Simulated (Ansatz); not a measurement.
# ZnCd2SnTe4, from a guessed structure to a relaxed one

Starting from a made-up structure for ZnCd2SnTe4, the aim is the relaxed cell, its shortest contacts and, where a second run follows, its electronic structure.

Method: DFT, PBEsol, plane-wave PAW, files of the set soft_1, scalar-relativistic, no spin, cell and ions relaxed at zero pressure; PAW set soft_1, in the first sound run; inputs show where later runs differ, in Ansatz 0.2.0.

## 1. Set-up

The structure is tetragonal, space group I-42m (No. 121). The conventional cell has a = 6.405 Å, b = 6.405 Å, c = 12.964 Å, α = 90.00°, β = 90.00°, γ = 90.00°. Nearest to Te lie 2 Cd at 2.65 Å and 1 Zn at 2.86 Å and 1 Sn at 3.02 Å. Nearest to Sn lie 4 Te at 3.02 Å. Nearest to Cd lie 4 Te at 2.65 Å. Nearest to Zn lie 4 Te at 2.86 Å. Farther neighbours and most contacts between anions are not listed.

Structure file:

```cif
data_structure
_symmetry_space_group_name_H-M 'I-42m'
_symmetry_Int_Tables_number 121
_cell_length_a 6.4050
_cell_length_b 6.4050
_cell_length_c 12.9640
_cell_angle_alpha 90.000
_cell_angle_beta 90.000
_cell_angle_gamma 90.000
_cell_volume 531.84
loop_
_atom_site_label
_atom_site_type_symbol
_atom_site_symmetry_multiplicity
_atom_site_Wyckoff_symbol
_atom_site_fract_x
_atom_site_fract_y
_atom_site_fract_z
_atom_site_occupancy
Te1 Te 8 i 0.26150 0.26150 0.35580 1
Sn1 Sn 2 b 0.50000 0.50000 0.00000 1
Cd1 Cd 4 d 0.50000 0.00000 0.25000 1
Zn1 Zn 2 a 0.00000 0.00000 0.00000 1
```

## 2. Relaxing cell and atoms

The guess takes its coordinates from another compound and its volume from a rule, so the cell and any free coordinates are relaxed together.

File input.yaml:

```yaml
crystal:
  lattice:
    - [-3.2025, 3.2025, 6.482]
    - [3.2025, -3.2025, 6.482]
    - [3.2025, 3.2025, -6.482]
  atoms:
    - { symbol: Te, position: [0.6173, 0.6173, 0.523] }
    - { symbol: Te, position: [0.0943, 0.0943, 0.477] }
    - { symbol: Te, position: [0.3827, 0.9057, 0.0] }
    - { symbol: Te, position: [0.9057, 0.3827, 0.0] }
    - { symbol: Sn, position: [0.5, 0.5, 0.0] }
    - { symbol: Cd, position: [0.25, 0.75, 0.5] }
    - { symbol: Cd, position: [0.75, 0.25, 0.5] }
    - { symbol: Zn, position: [0.0, 0.0, 0.0] }
kpoints:
  mp_grid: { grid: [6, 6, 6] }
scf:
  occupations: { method: fermi_dirac, width: 0.05 }
hamiltonian:
  xc: pbesol
  pseudopotentials: { kind: paw, azcp: { folder: soft_1 }, xc_functional: pbe }
relax:
  f_tol: 0.015
  max_steps: 70
  cell: {}
output:
  forces: true
  stress: true
```

On the command line:

```console
> ansatz run input.yaml --threads 4 --pin off --max-ram 10240MiB --backend cpu --events-out ev --progress --plain --runs-dir out
```

Numbers of over 12 decimals in the logs are rounded to 6 here.

The program printed:

```text
Engine: ansatz 0.2.0, x86_64-unknown-linux-gnu
Pseudopotentials: kind: paw
Pseudopotential: Te, paw, valence charge 16, recommended cutoff 420 eV (normal), soft_1/Te.paw.azcp
Pseudopotential: Sn, paw, valence charge 14, recommended cutoff 420 eV (normal), soft_1/Sn.paw.azcp
Pseudopotential: Cd, paw, valence charge 20, recommended cutoff 420 eV (normal), soft_1/Cd.paw.azcp
Pseudopotential: Zn, paw, valence charge 12, recommended cutoff 420 eV (normal), soft_1/Zn.paw.azcp
Functional definition: PBEsol
  exchange = pbesol_x
  correlation = pbesol_c
Crystal: 8 atoms, lattice volume = 265.918 Å³
Basis set: ecut = 420 eV, 5197 PW (Γ), exchange–correlation on 108×108×108 points (8 copies of the dense FFT grid, shifted against one another)
Bands: 78, of which v1, the nominal top of the filled ones, is band 65 counted from 1 (64 counted from 0)
Symmetry: 8 space group operations
Space group: I-42m (ITA 121), of the structure as read, at distance tolerance 6.4e-5 Å
k-points: 30 of 216 (time reversal used)
Non-local potential: Te, projectors of the file, l = 0: 2, l = 1: 2, l = 2: 2, l = 3: 1
Non-local potential: Sn, projectors of the file, l = 0: 2, l = 1: 2, l = 2: 2, l = 3: 1
Non-local potential: Cd, projectors of the file, l = 0: 3, l = 1: 2, l = 2: 2, l = 3: 1
Non-local potential: Zn, projectors of the file, l = 0: 2, l = 1: 2, l = 2: 3, l = 3: 1
PAW form: soft (Blöchl's): semilocal exchange-correlation on the pseudo side does not see the compensation charge
PAW frozen core: Te, regenerated for the run's functional, and the local potential with it (the file was generated under x = pbe(κ = 0.804, μ = 0.219515), c = pbe(β = 0.066725))
PAW frozen core: Sn, regenerated for the run's functional, and the local potential with it (the file was generated under x = pbe(κ = 0.804, μ = 0.219515), c = pbe(β = 0.066725))
PAW frozen core: Cd, regenerated for the run's functional, and the local potential with it (the file was generated under x = pbe(κ = 0.804, μ = 0.219515), c = pbe(β = 0.066725))
PAW frozen core: Zn, regenerated for the run's functional, and the local potential with it (the file was generated under x = pbe(κ = 0.804, μ = 0.219515), c = pbe(β = 0.066725))
PAW one-centre angular grid: Te, 590 points (default); XC on 64 Gauss nodes
PAW one-centre angular grid: Sn, 590 points (default); XC on 64 Gauss nodes
PAW one-centre angular grid: Cd, 590 points (default); XC on 64 Gauss nodes
PAW one-centre angular grid: Zn, 590 points (default); XC on 64 Gauss nodes
Initial density: superposition of atomic densities (chi_scale 0.1, normalization cell, long waves kept (reshape's long-wave potential 0.02 eV rms))
Initial wavefunctions: pseudopotential atomic-orbital guess
Functional: x = pbesol(κ = 0.804, μ = 0.123457), c = pbesol(β = 0.046)
SCF iter   1: F=—  HF=-53206.372301 eV  |F-HF|=—  |Δ(HF+E_count)|=         —  Δρ=2.08e-2  dr2=1.08e0  ethr=3.10e-3  ⟨swp⟩=8.0  Hψ=9899  notcnv=0  defer=20
preconditioner: auto → Resta (q_TF=auto, 2.422 Å⁻¹)  ε∞=4.0  [insulator: Δε(μ)=0.731 eV  Ē_g=10.467 eV  σ=0.050 eV  W_gap=1.00  n_scr=68 (ndim 8)  ℏωp=18.2 eV  f_vac=0.109  D(μ)=0.01/eV (n_scr^D=0)  ε∞_Penn≈4.0]
SCF iter   2: F=—  HF=-53206.169298 eV  |F-HF|=—  |Δ(HF+E_count)|=   2.03e-1  Δρ=9.76e-3  dr2=2.70e-1  ethr=8.32e-4  ⟨swp⟩=3.0  Hψ=3963  notcnv=0  defer=129
SCF iter   3: F=—  HF=-53206.153371 eV  |F-HF|=—  |Δ(HF+E_count)|=   1.59e-2  Δρ=4.99e-3  dr2=5.13e-2  ethr=2.08e-4  ⟨swp⟩=2.1  Hψ=3017  notcnv=0  defer=129
SCF iter   4: F=—  HF=-53206.145918 eV  |F-HF|=—  |Δ(HF+E_count)|=   7.45e-3  Δρ=2.35e-3  dr2=1.10e-2  ethr=3.94e-5  ⟨swp⟩=2.1  Hψ=3507  notcnv=0  defer=126
SCF iter   5: F=—  HF=-53206.144594 eV  |F-HF|=—  |Δ(HF+E_count)|=   1.32e-3  Δρ=5.75e-4  dr2=1.54e-3  ethr=8.48e-6  ⟨swp⟩=2.1  Hψ=2826  notcnv=0  defer=126
SCF iter   6: F=—  HF=-53206.145795 eV  |F-HF|=—  |Δ(HF+E_count)|=   1.20e-3  Δρ=2.21e-4  dr2=2.57e-4  ethr=1.19e-6  ⟨swp⟩=2.0  Hψ=3267  notcnv=0  defer=126
SCF iter   7: F=—  HF=-53206.146176 eV  |F-HF|=—  |Δ(HF+E_count)|=   3.81e-4  Δρ=7.35e-5  dr2=1.87e-5  ethr=1.98e-7  ⟨swp⟩=2.0  Hψ=3191  notcnv=0  defer=126
SCF iter   8: F=—  HF=-53206.146213 eV  |F-HF|=—  |Δ(HF+E_count)|=   3.77e-5  Δρ=2.20e-5  dr2=1.11e-6  ethr=1.44e-8  ⟨swp⟩=2.0  Hψ=3200  notcnv=0  defer=126
SCF iter   9: F=—  HF=-53206.146215 eV  |F-HF|=—  |Δ(HF+E_count)|=   1.42e-6  Δρ=1.04e-5  dr2=1.92e-7  ethr=8.53e-10  ⟨swp⟩=2.0  Hψ=3330  notcnv=0  defer=126
SCF iter  10: F=-53206.146215 eV  HF=-53206.146215 eV  |F-HF|=5.96e-9  |Δ(HF+E_count)|=   1.18e-7  Δρ=2.14e-6  dr2=1.09e-8  ethr=7.69e-11  ⟨swp⟩=5.0  Hψ=7609  notcnv=0
SCF 1 converged in 10 iterations: F = -53206.146215 eV  dr2 = 1.09e-8
  greatest PAW one-centre occupation: 1.000 electrons in one spin orbital (limit 2), on the Cd atom at site 6 (counted from 0), in its partial waves of l = 0
relax step   1: F+E_penalty+E_count = -53206.14621499 eV  Δ(F+E_penalty+E_count) = +0.000e0 eV  max|allowed force component| = 1.716e0 eV/Å  Δτ_max = 0.0000 Å  P = +3.795 GPa  Ω = 265.918 Å³  (10 SCF iters, dr2 threshold 1.00e-7 eV, accepted)
Crystal: 8 atoms, lattice volume = 278.296 Å³
Basis set: ecut = 420 eV, 5445 PW (Γ), exchange–correlation on 108×108×108 points (8 copies of the dense FFT grid, shifted against one another)
Initial density: handed on by an earlier stage of this run
Initial wavefunctions: those handed on with the density
iter 1 solved again at ethr=4.88e-5 eV; its pass at ethr=3.10e-3 eV (dr2=6.34e-2 eV) is discarded
SCF iter   1: F=—  HF=-53207.233186 eV  |F-HF|=—  |Δ(HF+E_count)|=         —  Δρ=5.87e-3  dr2=6.65e-2  ethr=4.88e-5  ⟨swp⟩=3.2  Hψ=12968  notcnv=0
preconditioner: auto → Resta (q_TF=auto, 2.403 Å⁻¹)  ε∞=4.2  [insulator: Δε(μ)=0.544 eV  Ē_g=9.989 eV  σ=0.050 eV  W_gap=0.99  n_scr=68 (ndim 8)  ℏωp=17.8 eV  f_vac=0.165  D(μ)=0.01/eV (n_scr^D=0)  ε∞_Penn≈4.2]
SCF iter   2: F=—  HF=-53207.222294 eV  |F-HF|=—  |Δ(HF+E_count)|=   1.09e-2  Δρ=2.94e-3  dr2=1.77e-2  ethr=4.88e-5  ⟨swp⟩=2.0  Hψ=2839  notcnv=0
SCF iter   3: F=—  HF=-53207.221410 eV  |F-HF|=—  |Δ(HF+E_count)|=   8.84e-4  Δρ=1.60e-3  dr2=3.90e-3  ethr=1.36e-5  ⟨swp⟩=2.0  Hψ=3189  notcnv=0
SCF iter   4: F=—  HF=-53207.220096 eV  |F-HF|=—  |Δ(HF+E_count)|=   1.31e-3  Δρ=3.88e-4  dr2=3.04e-4  ethr=3.00e-6  ⟨swp⟩=2.0  Hψ=3214  notcnv=0
SCF iter   5: F=—  HF=-53207.220122 eV  |F-HF|=—  |Δ(HF+E_count)|=   2.58e-5  Δρ=1.26e-4  dr2=5.17e-5  ethr=2.34e-7  ⟨swp⟩=2.0  Hψ=3228  notcnv=0
SCF iter   6: F=—  HF=-53207.220151 eV  |F-HF|=—  |Δ(HF+E_count)|=   2.90e-5  Δρ=3.68e-5  dr2=6.17e-6  ethr=3.98e-8  ⟨swp⟩=2.0  Hψ=3187  notcnv=0
[...]
preconditioner: auto → Resta (q_TF=auto, 2.405 Å⁻¹)  ε∞=4.2  [insulator: Δε(μ)=0.375 eV  Ē_g=9.986 eV  σ=0.050 eV  W_gap=0.93  n_scr=68 (ndim 8)  ℏωp=17.8 eV  f_vac=0.159  D(μ)=0.02/eV (n_scr^D=0)  ε∞_Penn≈4.2]
SCF iter   2: F=—  HF=-53207.291174 eV  |F-HF|=—  |Δ(HF+E_count)|=   5.73e-3  Δρ=2.06e-3  dr2=9.80e-3  ethr=2.59e-5  ⟨swp⟩=2.0  Hψ=2559  notcnv=0
SCF iter   3: F=—  HF=-53207.290493 eV  |F-HF|=—  |Δ(HF+E_count)|=   6.81e-4  Δρ=1.39e-3  dr2=2.66e-3  ethr=7.54e-6  ⟨swp⟩=2.0  Hψ=3445  notcnv=0
SCF iter   4: F=—  HF=-53207.289505 eV  |F-HF|=—  |Δ(HF+E_count)|=   9.88e-4  Δρ=2.01e-4  dr2=8.21e-5  ethr=2.04e-6  ⟨swp⟩=2.0  Hψ=3242  notcnv=0  defer=1
SCF iter   5: F=—  HF=-53207.289532 eV  |F-HF|=—  |Δ(HF+E_count)|=   2.71e-5  Δρ=5.09e-5  dr2=6.92e-6  ethr=6.32e-8  ⟨swp⟩=2.2  Hψ=3420  notcnv=0  defer=1
SCF iter   6: F=—  HF=-53207.289536 eV  |F-HF|=—  |Δ(HF+E_count)|=   3.29e-6  Δρ=1.92e-5  dr2=1.09e-6  ethr=5.33e-9  ⟨swp⟩=2.0  Hψ=4096  notcnv=0  defer=1
SCF iter   7: F=-53207.289536 eV  HF=-53207.289536 eV  |F-HF|=5.07e-8  |Δ(HF+E_count)|=   6.21e-7  Δρ=5.44e-6  dr2=9.67e-8  ethr=6.15e-10  ⟨swp⟩=4.0  Hψ=7432  notcnv=0
SCF 3 converged in 7 iterations: F = -53207.289536 eV  dr2 = 9.67e-8
relax step   3: F+E_penalty+E_count = -53207.28953619 eV  Δ(F+E_penalty+E_count) = -6.938e-2 eV  max|allowed force component| = 2.554e-1 eV/Å  Δτ_max = 0.1317 Å  P = +0.250 GPa  Ω = 277.225 Å³  energy of the carried Pulay correction = -1.956e-3 eV  (7 SCF iters, dr2 threshold 8.00e-7 eV, accepted)
[...]
relax step   4: F+E_penalty+E_count = -53207.33545981 eV  Δ(F+E_penalty+E_count) = -4.592e-2 eV  max|allowed force component| = 5.227e-2 eV/Å  Δτ_max = 0.0570 Å  P = +0.052 GPa  Ω = 278.647 Å³  energy of the carried Pulay correction = -2.193e-3 eV  (6 SCF iters, dr2 threshold 8.00e-7 eV, accepted)
[...]
relax step   5: F+E_penalty+E_count = -53207.34147679 eV  Δ(F+E_penalty+E_count) = -6.017e-3 eV  max|allowed force component| = 2.891e-2 eV/Å  Δτ_max = 0.0038 Å  P = -0.095 GPa  Ω = 279.521 Å³  energy of the carried Pulay correction = -2.337e-3 eV  (6 SCF iters, dr2 threshold 1.71e-7 eV, accepted)
[...]
relax step   6: F+E_penalty+E_count = -53207.34439927 eV  Δ(F+E_penalty+E_count) = -2.922e-3 eV  max|allowed force component| = 2.974e-3 eV/Å  Δτ_max = 0.0049 Å  P = +0.089 GPa  Ω = 277.947 Å³  energy of the carried Pulay correction = -2.076e-3 eV  (6 SCF iters, dr2 threshold 1.38e-7 eV, accepted)
[...]
relax step   7: F+E_penalty+E_count = -53207.34459261 eV  Δ(F+E_penalty+E_count) = -1.933e-4 eV  max|allowed force component| = 6.312e-4 eV/Å  Δτ_max = 0.0003 Å  P = +0.003 GPa  Ω = 278.494 Å³  energy of the carried Pulay correction = -2.167e-3 eV  (6 SCF iters, dr2 threshold 2.88e-8 eV, accepted)
Initial wavefunctions: pseudopotential atomic-orbital guess (no wavefunctions were taken with the density)
iter 1 solved again at ethr=5.32e-7 eV; its pass at ethr=3.10e-3 eV (dr2=6.91e-4 eV) is discarded
SCF iter   1: F=—  HF=-53207.343941 eV  |F-HF|=—  |Δ(HF+E_count)|=         —  Δρ=2.39e-4  dr2=6.68e-6  ethr=5.32e-7  ⟨swp⟩=3.5  Hψ=16026  notcnv=0  defer=1
preconditioner: auto → Resta (q_TF=auto, 2.403 Å⁻¹)  ε∞=4.2  [insulator: Δε(μ)=0.421 eV  Ē_g=9.962 eV  σ=0.050 eV  W_gap=0.96  n_scr=68 (ndim 8)  ℏωp=17.8 eV  f_vac=0.159  D(μ)=0.02/eV (n_scr^D=0)  ε∞_Penn≈4.2]
SCF iter   2: F=—  HF=-53207.345728 eV  |F-HF|=—  |Δ(HF+E_count)|=   1.79e-3  Δρ=1.30e-4  dr2=4.80e-6  ethr=5.14e-9  ⟨swp⟩=2.4  Hψ=3955  notcnv=0
SCF iter   3: F=—  HF=-53207.346313 eV  |F-HF|=—  |Δ(HF+E_count)|=   5.84e-4  Δρ=3.40e-5  dr2=5.54e-7  ethr=3.69e-9  ⟨swp⟩=2.0  Hψ=3208  notcnv=0
SCF iter   4: F=—  HF=-53207.346346 eV  |F-HF|=—  |Δ(HF+E_count)|=   3.34e-5  Δρ=3.30e-6  dr2=2.27e-8  ethr=4.26e-10  ⟨swp⟩=2.0  Hψ=3151  notcnv=0
SCF iter   5: F=—  HF=-53207.346346 eV  |F-HF|=—  |Δ(HF+E_count)|=   2.68e-8  Δρ=1.88e-6  dr2=7.59e-9  ethr=1.75e-11  ⟨swp⟩=2.0  Hψ=3373  notcnv=0
SCF iter   6: F=—  HF=-53207.346346 eV  |F-HF|=—  |Δ(HF+E_count)|=   3.19e-8  Δρ=7.68e-7  dr2=1.55e-9  ethr=5.84e-12  ⟨swp⟩=2.0  Hψ=3307  notcnv=0
SCF iter   7: F=—  HF=-53207.346346 eV  |F-HF|=—  |Δ(HF+E_count)|=   1.57e-8  Δρ=3.71e-7  dr2=3.32e-10  ethr=1.19e-12  ⟨swp⟩=2.0  Hψ=3302  notcnv=0
SCF iter   8: F=-53207.346346 eV  HF=-53207.346346 eV  |F-HF|=1.16e-10  |Δ(HF+E_count)|=  3.20e-10  Δρ=1.03e-7  dr2=6.30e-11  ethr=1.00e-12  ⟨swp⟩=5.0  Hψ=7833  notcnv=0
SCF 8 converged in 8 iterations: F = -53207.346346 eV  dr2 = 6.30e-11
relax step   8: F+E_penalty+E_count = -53207.34634602 eV  Δ(F+E_penalty+E_count) = -1.753e-3 eV  max|allowed force component| = 5.515e-4 eV/Å  Δτ_max = 0.0000 Å  P = -0.003 GPa  Ω = 278.494 Å³  stress off target by 5.40e-3 GPa  SCF on the basis re-selected at this cell (its energy is not comparable with the rows above)  (8 SCF iters)
basis re-selected at this cell: Δ(F+E_penalty+E_count) = -1.753e-3 eV, ΔP = -0.007 GPa vs the last step (what re-selecting the basis moved, of the pressure what is left beyond the Pulay correction that the steps carried, after the strain that the cell walked since its last selection, with what the two solves' SCF thresholds leave and, on support functions, any second-order correction that the steps lacked; it is no m [...]
SCF converged after 8 iterations
Free energy (F): -53207.346346 eV
Harris-Foulkes:  -53207.346346 eV  (|F-HF|=1.16e-10)
Internal energy: -53207.346114 eV  (E = F + TS)
E sigma→0 (E₀):  -53207.346230 eV
Entropy (-TS):   -0.000232 eV (-0.029 meV/atom)
Fermi energy:    7.661841 eV
--- Per-component energies (eV) ---
  E_band       = -2342.981840
  E_kinetic    = 1884.949845
  E_local      = -19342.671892  (includes V_loc(G=0)·N_el)
  E_nonlocal   = 1489.620323
  E_hartree    = 8999.930237
  E_xc         = -996.905094
  E_vxc        = -927.184395  (∫ρ·V_xc dr)
  E_paw        = -32592.534850  (= ΣΔE_a)
  E_vpaw       = -3447.557818  (= ΣTr[D̂ρ^β])
  E_aug_tail   = 0.000984  (compensation charges beyond the density's cutoff)
  E_ewald      = -12653.001029
  E_core_change = 3.265362  (= ΣΔE_core)
  E_smearing   = -0.000232  (= −TS)
  E_closure    = -0.000000  (closes the sum)
  Σ components = -53207.346346   (vs F -53207.346346, Δ=0.00e0)
--- Forces (eV/Å), atoms counted from 1 ---
  atom   1  Te     0.00009330     0.00009330     0.00055149
  atom   2  Te    -0.00009330    -0.00009330     0.00055149
  atom   3  Te     0.00009330    -0.00009330    -0.00055149
  atom   4  Te    -0.00009330     0.00009330    -0.00055149
  atom   5  Sn     0.00000000     0.00000000    -0.00000000
  atom   6  Cd     0.00000000    -0.00000000     0.00000000
  atom   7  Cd    -0.00000000     0.00000000     0.00000000
  atom   8  Zn     0.00000000     0.00000000    -0.00000000
  max |Σ_I F_I| component: 6.94e-17 eV/Å
--- Stress (GPa, compression-positive) ---
       -0.001945       0.000000       0.000000
        0.000000      -0.001945      -0.000000
        0.000000       0.000000      -0.005399
  P = ⅓ Tr σ = -0.0031 GPa (-0.031 kbar)
--- Relaxed structure (7 steps of the walk, 7 accepted, 1 SCFs on fresh bases) ---
  F+E_penalty+E_count = -53207.34634602 eV   max|allowed force component| = 5.515e-4 eV/Å   (the final SCF, on the basis selected at the relaxed cell)
  cell:  # Å, volume = 278.4941 Å³
    - [-3.320213, 3.320213, 6.315737]
    - [3.320213, -3.320213, 6.315737]
    - [3.320213, 3.320213, -6.315737]
  atoms:
    - { symbol: Te, position: [0.650993, 0.650993, 0.555730] }
    - { symbol: Te, position: [0.095263, 0.095263, 0.444270] }
    - { symbol: Te, position: [0.349007, 0.904737, 0.0] }
    - { symbol: Te, position: [0.904737, 0.349007, 0.0] }
    - { symbol: Sn, position: [0.500000, 0.500000, -1.2187752758619242e-18] }
    - { symbol: Cd, position: [0.250000, 0.75, 0.5] }
    - { symbol: Cd, position: [0.75, 0.250000, 0.5] }
    - { symbol: Zn, position: [-2.7405625953506617e-19, -4.0947573463083465e-19, -1.2187752758619244e-18] }
```

It took 92 s on 4 threads of Intel Xeon Platinum 8259CL at 2.50GHz (Skylake/Cascade Lake), shared host; peak memory 1.1 GiB.

The steps of the relaxation:

```csv
step,energy less that of the first step (eV),largest force component (eV/Å),pressure (GPa),volume (Å³)
1,0.0000,1.7160,3.80,265.92
2,-1.0739,0.3894,0.33,278.30
3,-1.1433,0.2554,0.25,277.23
4,-1.1892,0.0523,0.05,278.65
5,-1.1953,0.0289,-0.10,279.52
6,-1.1982,0.0030,0.09,277.95
7,-1.1984,0.0006,0.00,278.49
8*,-1.2001,0.0006,0.00,278.49
```

Relaxation steps marked * repeat the geometry before them on a plane-wave basis chosen anew for their cell, so energy and pressure can jump there.

The run keeps the 8 symmetry operations that it works with, so distortions that break them were not tested.

```
conventional cell, symmetrised  before   after  change
                         a (Å)   6.405   6.640  +3.7 %
                         b (Å)   6.405   6.640  +3.7 %
                         c (Å)  12.964  12.631  -2.6 %
              volume (Å³/atom)   33.24   34.81  +4.7 %
```

The atoms that moved most (Å, as changes of fractional coordinates times the final cell):

```csv
atom,dx,dy,dz,length
Te1,0.109,0.109,0.219,0.267
Te2,-0.109,-0.109,0.219,0.267
Te3,0.109,-0.109,-0.219,0.267
Te4,-0.109,0.109,-0.219,0.267
```

The relaxed structure:

```cif
data_structure
_symmetry_space_group_name_H-M 'P 1'
_symmetry_Int_Tables_number 1
_cell_length_a 7.8700
_cell_length_b 7.8700
_cell_length_c 7.8700
_cell_angle_alpha 130.093
_cell_angle_beta 130.093
_cell_angle_gamma 73.259
_cell_volume 278.49
loop_
_atom_site_label
_atom_site_type_symbol
_atom_site_fract_x
_atom_site_fract_y
_atom_site_fract_z
_atom_site_occupancy
Te1 Te 0.65099 0.65099 0.55573 1
Te2 Te 0.09526 0.09526 0.44427 1
Te3 Te 0.34901 0.90474 0.00000 1
Te4 Te 0.90474 0.34901 0.00000 1
Sn5 Sn 0.50000 0.50000 0.00000 1
Cd6 Cd 0.25000 0.75000 0.50000 1
Cd7 Cd 0.75000 0.25000 0.50000 1
Zn8 Zn 0.00000 0.00000 0.00000 1
```

This step gave:

```yaml
free_energy: -53207.3463 eV
energy_at_zero_smearing: -53207.3462 eV
fermi_energy: 7.662 eV
gap_by_band_count: 0.4204 eV
electrons: 130
symmetry_operations: 8
pressure: -0.003097 GPa
```

The shortest distance of each pair, which need not be the same contact before and after:

```
 pair  guess (Å)  relaxed (Å)
Te–Zn      2.857        2.631
Cd–Te      2.650        2.828
Sn–Te      3.018        3.062
Te–Te      4.219        4.172
Cd–Sn      4.556        4.582
```

The relaxation ends with a largest force component of 5.5e-4 eV/Å and a pressure of 0.00 GPa.

(Part 1 of 2 ends here.)

[Logs are printed without paths, hosts, clocks, repeated set-up lines and the standing remarks that a program may print on its own settings, such as how far it seeks lower states.]

[Hosts, paths, dates, database ids (printed as entryN), source tags and the programs' standing remarks are cut or masked in the printed files.]
